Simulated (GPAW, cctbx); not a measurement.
# TlAuS2: deformation density and structure factors from DFT

Question: by how much does bonding change the X-ray structure factors of TlAuS2, and what does a routine refinement make of it?

The start was made by putting kin elements into a known structure type; the compound need not exist, or be stable, in this form. All numbers below are calculated.

**1. Find the equilibrium geometry**

The density hangs on the geometry, so cell and atoms are relaxed first, with the symmetry held. The cutoff is set higher than for the density because stress converges slowly with plane waves.

Settings: GPAW 26.7.0, PBE, 570 eV, 4×4×1 k-points (along the axes of the calculation cell), Fermi–Dirac width 0.05 eV, BFGS to 0.03 eV/Å.

```text
cell
1.0
     3.900000000    0.000000000    0.000000000
    -1.950000000    3.377499075    0.000000000
     0.000000000    0.000000000   14.408000000
Tl Au S
2 2 4
Direct
0.000000000 0.000000000 0.500000000
0.000000000 0.000000000 0.000000000
0.333333333 0.666666667 0.250000000
0.666666667 0.333333333 0.750000000
0.333333333 0.666666667 0.413400000
0.666666667 0.333333333 0.913400000
0.333333333 0.666666667 0.086600000
0.666666667 0.333333333 0.586600000
```

```console
$ OMP_NUM_THREADS=1 mpirun -n 4 gpaw python run.py > gpaw.log
```

```text
BFGS:    0      -26.903372        2.195360
BFGS:    1      -27.220312        1.578827
BFGS:    2      -27.689728        1.538269
BFGS:    3      -27.749417        1.368229
...
BFGS:   10      -28.051240        0.239736
BFGS:   11      -28.056743        0.085536
BFGS:   12      -28.057459        0.009147
cell  4.1309 4.1309 14.7971  90.00 90.00 120.00
volume 218.672 A^3, largest force 0.002 eV/A, largest stress 0.05 GPa
```

The cell moved far, while the k-mesh and basis were chosen for the start, so the final shape may be somewhat biased.

After 12 steps the volume has changed by +15.2 % and the energy by -1.154 eV; the largest stress left is 0.05 GPa. It took 2.7 min on 4 cores of Intel(R) Xeon(R) Platinum 8375C CPU @ 2.90GHz (Ice Lake) (shared host), peak memory 1.5 GiB.

Relaxed structure: P6_3/mmc (no. 194), a = 4.1309 Å, b = 4.1309 Å, c = 14.7971 Å, α = 90.00°, β = 90.00°, γ = 120.00°.

| atom | mult. | x | y | z |
| --- | --- | --- | --- | --- |
| Tl1 | 2 | 0 | 0 | 1/2 |
| Au1 | 2 | 1/3 | 2/3 | 1/4 |
| S1 | 4 | 1/3 | 2/3 | 0.4063 |

**2. The all-electron density**

X-rays see the whole electron density, so the PAW density is rebuilt with its core regions. Subtracting spherical free atoms from the same code cancels the cores and leaves the deformation density Δρ, the part due to bonding.

Settings: PBE, 450 eV, 5×5×2 k-points (along the axes of the calculation cell), Fermi–Dirac width 0.05 eV; primitive cell of 8 atoms.

```console
$ OMP_NUM_THREADS=1 mpirun -n 4 gpaw python run.py > gpaw.log
```

```text
|iter:   1|       0s |  -29.697675 | +0.06 |       |
|iter:   2|       1s |  -29.338408 | -1.48 | -1.13 |
|iter:   3|       4s |  -28.135140 | -1.20 | -1.20 |
...
|iter:   9|      13s |  -28.073813c| -5.81 | -3.54 |
|iter:  10|      14s |  -28.073816c| -6.87 | -4.06c|
|iter:  11|      16s |  -28.073816c| -7.52c| -4.98c|
```

```text
grid (42, 42, 150)  electrons 384.000  moved by bonding 1.668 e
deformation density beyond 0.5 A of the nuclei: max 0.136, min -0.396 e/A^3
atom        x       y       z   Voronoi charge  moment
Tl1    0.0000  0.0000  0.5000      0.324       0.00
Tl2    0.0000  0.0000  0.0000      0.324       0.00
Au3    0.3333  0.6667  0.2500      0.121       0.00
Au4    0.6667  0.3333  0.7500      0.121       0.00
S 5    0.3333  0.6667  0.4063     -0.222       0.00
S 6    0.6667  0.3333  0.9063     -0.222       0.00
S 7    0.3333  0.6667  0.0937     -0.222       0.00
S 8    0.6667  0.3333  0.5937     -0.222       0.00
mean inner potential of superposed free atoms 14.690 V
total magnetic moment 0.000 muB
```

Deformation density in a plane through the shortest contact of the Au atom at the origin, in 0.01 e/Å³ (clipped at ±99); x from -1.6 to 3.9 Å, y from 2.4 down to -2.4 Å:

```text
  0   0   0   0   0   0   0   0   0   0   0   0  -1  -2  -3  -1
  0   0   0   0   0   0   0   0   0   0  -1  -1  -2  -3  -3  -1
  0   0   0   0   0   0   0   0   0   0   0   0   0  -1  -2  -1
  0   1   0   1   2   1   0   0   1   0   1   3   4   2  -1  -1
  2   3   0  -1   2   2  -2   1   3   1  -1   4   6   3   0  -1
  6   7  -9 -14   .  -1 -18  -3   9   2  -5   .   3   1   0  -1
 10  10 -20 -16   .   . -36  -8  13   6   .   .  -5  -2  -1  -1
  6   7  -9 -14   .  -1 -18  -3   9   2  -5   .   3   1   0  -1
  2   3   0  -1   2   2  -2   1   3   1  -1   4   6   3   0  -1
  0   1   0   1   2   1   0   0   1   0   1   3   4   2  -1  -1
  0   0   0   0   0   0   0   0   0   0   0   0   0  -1  -2  -1
  0   0   0   0   0   0   0   0   0   0  -1  -1  -2  -3  -3  -1
  0   0   0   0   0   0   0   0   0   0   0   0  -1  -2  -3  -1
```

Atoms in or within 0.15 Å of the plane: Au (0.0, 0.0), S (2.3, 0.0) Å. Dots mark points within about 0.45 Å of a nucleus; large values next to them are atomic features.

S gains most (-0.22 e) and Tl loses most (+0.32 e), as electronegativity suggests. Such charges fall far short of formal ones, since overlapping free atoms already put density on their neighbours. Along the shortest contact from the Au atom at the map's origin, Au–S at 2.31 Å, Δρ is +0.06 e/Å³ at the midpoint and highest, +0.14, 1.43 Å from Au (points within 0.5 Å of a nucleus left out): a modest build-up. At the midpoints of other shortest contacts it is +0.05 (Tl–S, 2.76 Å) e/Å³. Point values carry grid noise of about 0.01 e/Å³. The run needed 11 iterations, 29 s.

**3. From the density to structure factors**

The Fourier components of Δρ, added to those of the free atoms, give the static X-ray structure factors; the Mott–Bethe relation turns them into the Fourier components V of the potential that fast electrons feel.

```text
static structure factors of the conventional cell: F in electrons, V (Mott-Bethe) in volts
   h  k  l      d  |F| table  |F| free   |F| DFT   change   |V| free  |V| DFT  change %
   0  0  2  7.3986    26.690    26.663    26.734    0.071     2.183    2.102     -3.7
   0  0  4  3.6993   256.487   256.292   255.784   -0.508     5.326    5.471      2.7
   1  0  0  3.5775    49.444    49.442    49.143   -0.299     0.418    0.498     19.2
   1  0  1  3.4773   149.071   148.989   149.042    0.053     4.716    4.702     -0.3
   1  0  2  3.2207   206.393   206.288   205.935   -0.352     4.877    4.953      1.6
   1  0  3  2.8959    80.024    79.887    79.294   -0.592     0.451    0.555     23.1
   1  0  4  2.5716    86.741    86.755    86.836    0.080     2.608    2.597     -0.4
   0  0  6  2.4662    37.699    37.753    38.087    0.334     2.227    2.184     -1.9
   1  0  5  2.2803   121.056   121.001   121.074    0.073     2.923    2.915     -0.3
   1  1  0  2.0654   298.949   298.867   298.436   -0.431     7.613    7.651      0.5
   1  0  6  2.0305   212.244   212.164   212.151   -0.014     5.051    5.052      0.0
   1  1  2  1.9894    18.364    18.426    18.590    0.163     0.841    0.828     -1.6
   0  0  8  1.8496   249.536   249.350   248.982   -0.368     5.043    5.070      0.5
   1  0  7  1.8199   133.342   133.287   133.052   -0.235     3.436    3.452      0.5
```

The largest X-ray change is -0.59 e on 103, 0.7 % of |F|. For electrons V goes as (Z − F)/g², so a change of F counts against Z − F, which is small at low angle and wherever the atoms' terms cancel: |V| of 103 moves by +23.1 % (0.45 to 0.56 V) against -0.7 % in |F|. The last three rows still change by up to 0.37 e; the table stops while the angles are still low. The tabulated Hartree–Fock atoms differ from the free DFT atoms by up to 0.20 e, so the choice of reference atom matters too.

**4. What a spherical-atom refinement makes of it**

Routine crystallography fits spherical atoms. To see the bias, intensities are simulated from tabulated atoms plus the DFT change ΔF, so that bonding alone can misfit (9386 reflections of the full sphere, merged to the counts below, to 0.45 Å, 1 % proportional noise plus counting noise, assumed isotropic U as listed, Δρ smeared by the mean U) and refined with cctbx over different ranges.

```csv
range,data,R1,GooF,U Tl1 (true 0.0069),U Au1 (true 0.007),U S1 (true 0.0125),largest shift (Å),"Δρ max, min (e/Å³)"
all data,537,0.0028,0.95,0.0069,0.0070,0.0125,0.0003,"0.38, -0.34"
"low resolution, d > 0.84",101,0.0023,1.08,0.0069,0.0070,0.0126,0.0004,"0.17, -0.14"
"high order, d < 0.75",401,0.0033,0.93,0.0069,0.0070,0.0125,0.0003,"0.22, -0.34"
"occupancies free, d > 0.7",162,0.0022,1.00,0.0069,0.0070,0.0125,0.0003,"0.26, -0.16"
```

With all data GooF is 0.95, so at this noise the bonding hardly shows; the top residual peak lies 0.56 Å from S and 1.76 Å from Au. No U is off by more than 3 s.u. at low resolution. With Tl1 held at 1 and the scale free, the other occupancies refine to Au1 1.000(0.001) and S1 1.000(0.003), within three s.u. of full.

**5. Answer**

Bonding moves 1.67 e in the primitive cell of TlAuS2 and changes the structure factors of the conventional cell in the table above by at most 0.59 e (103, 0.7 %), and among reflections above 2 % of the strongest by up to 0.9 % (006). The shortest bond, Au–S, has Δρ = +0.06 e/Å³ at its midpoint. With all data GooF is 0.95, so at this noise the bonding hardly shows. Limits: static density, frozen cores, no spin–orbit coupling.

[Outputs are excerpts: Python notices, other lines and further rows are left out; steps that failed or that the build refused (PBEsol, TPSS) are not shown.]

[Logs are printed without paths, hosts, clocks, repeated set-up lines and the standing remarks that a program may print on its own settings, such as how far it seeks lower states.]
